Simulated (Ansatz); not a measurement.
# SiO2: optical spectrum from first principles, part 2 of 2

What colour and refractive index does SiO2 have at this level of theory?

Ansatz 0.2.0; DFT, PBE, plane-wave PAW, default files, scalar-relativistic, independent-particle optical response without local fields.

So far, electronic dielectric constant ε∞, mean over x, y and z (by symmetry where fewer were run): step 3 (spectrum) 2.57.

## Step 4: Static response with local fields

A static field by perturbation theory: the induced potential is included, and the Born charges come with it.

This step: DFT, PBE, plane-wave PAW, default files, scalar-relativistic, static field response by perturbation theory with local fields (Ansatz 0.2.0).

Input file input.yaml:

```yaml
crystal:
  lattice:
    - [4.91636, 0.0, 0.0]
    - [-2.45818, 4.2576926541, 0.0]
    - [0.0, 0.0, 5.4084]
  atoms:
    - { symbol: Si, position: [0.53027, 0.53027, 0.0] }
    - { symbol: Si, position: [0.0, 0.46973, 0.3333333333] }
    - { symbol: Si, position: [0.46973, 0.0, 0.6666666667] }
    - { symbol: O, position: [0.58646, 0.85404, 0.8810866667] }
    - { symbol: O, position: [0.14596, 0.73242, 0.5477533333] }
    - { symbol: O, position: [0.26758, 0.41354, 0.21442] }
    - { symbol: O, position: [0.85404, 0.58646, 0.1189133333] }
    - { symbol: O, position: [0.73242, 0.14596, 0.4522466667] }
    - { symbol: O, position: [0.41354, 0.26758, 0.78558] }
kpoints:
  mp_grid: { grid: [5, 5, 4] }
scf:
  occupations: { method: fixed }
hamiltonian:
  xc: pbe
  pseudopotentials: { kind: paw }
dielectric: {}
```

Launch:

```sh
ansatz run input.yaml --threads 4 --pin off --max-ram 8192MiB --backend cpu --events-out ev --progress --plain --runs-dir out
```

Numbers of over 12 decimals in the logs are rounded to 6 here.

The log of the run:

```text
[...]
Crystal: 9 atoms, lattice volume = 113.211 Å³
Basis set: ecut = 420 eV, 2209 PW (Γ), exchange–correlation on 72×72×96 points (8 copies of the dense FFT grid, shifted against one another)
Bands: 33, of which v1, the nominal top of the filled ones, is band 24 counted from 1 (23 counted from 0)
Symmetry: 6 space group operations
k-points: 51 of 100 (irreducible under 1 space group operation, time reversal used)
[...]
SCF iter   1: F=—  HF=-5322.123284 eV  |F-HF|=—  |Δ(HF+E_count)|=         —  Δρ=1.32e-3  dr2=1.04e-3  ethr=1.77e-3  ⟨swp⟩=4.9  Hψ=7688  notcnv=0  defer=323
[...]
SCF iter   7: F=-5322.125537 eV  HF=-5322.125537 eV  |F-HF|=2.00e-10  |Δ(HF+E_count)|=   1.09e-8  Δρ=3.23e-7  dr2=8.35e-11  ethr=1.00e-12  ⟨swp⟩=11.1  Hψ=8549  notcnv=0
SCF 1 converged in 7 iterations: F = -5322.125537 eV  dr2 = 8.35e-11
[...]
DFPT response loops at Γ: preconditioner auto → none (the input reference at scf.mixing.eps_inf says where Resta's filter doesn't serve); β = 0.50; Broyden in place of MSR1
SCF converged after 7 iterations
Free energy (F): -5322.125537 eV
[...]
Internal energy: -5322.125537 eV  (E = F + TS)
E sigma→0 (E₀):  -5322.125537 eV
Fermi energy:    2.522824 eV
[...]
--- Band table (eV; the first three rows and the last of 51) ---
  k-point 0: bands = [... 20 lower, 1.5297, 1.8472, 2.2185, 2.2185, 8.5222, 11.8506, 11.8506, 12.3070, ... 5 higher]
  k-point 1: bands = [... 20 lower, 1.4582, 1.9992, 2.3087, 2.4378, 9.1210, 11.6883, 11.7803, 11.8071, ... 5 higher]
  k-point 2: bands = [... 20 lower, 1.3260, 2.3183, 2.3183, 2.4435, 10.4754, 10.4754, 11.5962, 12.2883, ... 5 higher]
  k-point 50: bands = [... 20 lower, 1.5948, 1.7549, 2.1387, 2.4241, 10.4068, 11.7934, 12.1894, 12.4563, ... 5 higher]
--- Dielectric response (ions clamped): 2 representative field directions + reference, on 51 of 100 k-points (Σ response iterations 17) ---
  k mesh reduced under 1 symmetry operation, with k and −k counted as one. Each operation leaves every solved perturbation unchanged. A smaller set is not considered because the run solves the response to a homogeneous field
  ε∞ (high-frequency dielectric tensor):
        2.454166    -0.000000     0.000000
       -0.000000     2.454166     0.000000
        0.000000     0.000000     2.485673
  Born effective charges Z* (e; rows j = field, columns β = displacement):
    site 0:
         3.49563   -0.28887   -0.25847
        -0.28887    3.16207    0.14923
         0.22362   -0.12911    3.44640
    site 1:
         3.49563    0.28887    0.25847
         0.28887    3.16207    0.14923
        -0.22362   -0.12911    3.44640
    site 2:
         2.99529   -0.00000    0.00000
        -0.00000    3.66241   -0.29846
         0.00000    0.25821    3.44640
    site 3:
        -1.41047    0.52544   -0.45482
         0.57714   -1.91838    0.65734
        -0.51904    0.62577   -1.72320
    site 4:
        -1.31397   -0.52143   -0.34186
        -0.46973   -2.01488   -0.72255
        -0.28242   -0.76239   -1.72320
    site 5:
        -2.26884   -0.08156    0.79668
        -0.02986   -1.06001    0.06522
         0.80145    0.13661   -1.72320
    site 6:
        -2.26884    0.08156   -0.79668
         0.02986   -1.06001    0.06522
        -0.80145    0.13661   -1.72320
    site 7:
        -1.41047   -0.52544    0.45482
        -0.57714   -1.91838    0.65734
         0.51904    0.62577   -1.72320
    site 8:
        -1.31397    0.52143    0.34186
         0.46973   -2.01488   -0.72255
         0.28242   -0.76239   -1.72320
  Z* charge neutrality: 3.337e-5 e pre-enforcement
  k-mesh period / interband length: 21.6 Å / 0.95 Å = 22.69 at k = (0.0000, 0.0000, 0.0000), direct gap 6.304 eV — 14 or more, which is no proof of convergence
```

The job ended after 19 s (4 threads of Intel Xeon Platinum 8488C (Sapphire Rapids), shared host; peak memory 1 GiB).

Numbers from this step:

- electronic dielectric constant ε∞, mean over x, y and z (by symmetry where fewer were run): 2.465

ε∞ with local fields:

```
2.45 0.00 0.00
0.00 2.45 0.00
0.00 0.00 2.49
```

Diagonal elements. Born, by row:

```csv
atom,Z*xx (e),Z*yy (e),Z*zz (e)
Si1,3.496,3.162,3.446
Si2,3.496,3.162,3.446
Si3,2.995,3.662,3.446
O4,-1.41,-1.918,-1.723
O5,-1.314,-2.015,-1.723
O6,-2.269,-1.06,-1.723
O7,-2.269,-1.06,-1.723
O8,-1.41,-1.918,-1.723
O9,-1.314,-2.015,-1.723
```

Mean Born charges are Si +3.37 and O -1.68, against formal valences of +4 and -2. They fall short of the ionic values, as in covalent bonds.

## Step 5: Outcome

```yaml
gap_on_the_path: 5.99 eV
least_direct_gap_on_the_path: 6.29 eV
electronic_dielectric_constant_eps_infinity_mean_over_x_y_and_z_by_symmetry_where_fewer_were_run_independent_particles: 2.57
absorption_onset_first_axis_alpha_over_1e4_cm_minus1_or_the_direct_gap_if_that_lies_higher: 7.32 eV
main_peak_of_im_epsilon_first_axis: 10.3 eV
electronic_dielectric_constant_eps_infinity_mean_over_x_y_and_z_by_symmetry_where_fewer_were_run_static_response_with_local_fields: 2.46
```

In words: At this level (PBE, independent particles) SiO2 has a mean ε∞ = 2.57 (2.46 with local fields) and n = 1.60 at 1550 nm (E ∥ x); absorption sets in near 7.3 eV, and Im ε peaks at 10.3 eV (E ∥ x). The gap is indirect (5.99 eV), so absorption without phonons can begin only at the direct gap of 6.29 eV. The absorption coefficient passes 10⁴ cm⁻¹ only at 7.32 eV, 1.02 eV above the least direct gap: the lowest transitions are weak or forbidden for this polarisation, or few states take part. Distinct maxima of Im ε, read by a parabola through the highest points, lie at 10.31 eV (3.8), 12.29 eV (2.7) and 13.58 eV (2.4) for E ∥ x or y. The static values by axis are 2.56 (xy), 2.58 (z). The f-sum over the summed bands holds 25.3 of the cell's 48 electrons outside the frozen cores, 12 of which lie in bands more than 12 eV below the Fermi level, whose transitions come at higher energies. Up to 14 eV the strength has a mean oscillator energy of 11.1 eV, and these transitions give 53 % of ε∞ − 1 along x; the rest comes from higher ones. A film 1 µm thick would pass 89 % of daylight and look colourless in transmission (x = 0.313, y = 0.329). With local fields and the functional's kernel the static response is 2.46 against 2.57 for independent particles (-4 %). In the base spectrum excitons and phonon-assisted transitions are missing, and so are local fields; PBE gaps are as a rule too small, which pulls the onset down and ε∞ up. In the base run ε includes the program's bounded estimate of what the bands above those summed add.

[Logs are printed without paths, hosts, clocks, repeated set-up lines and the standing remarks that a program may print on its own settings, such as how far it seeks lower states.]

[Hosts, paths, dates, database ids (printed as entryN), source tags and the programs' standing remarks are cut or masked in the printed files.]
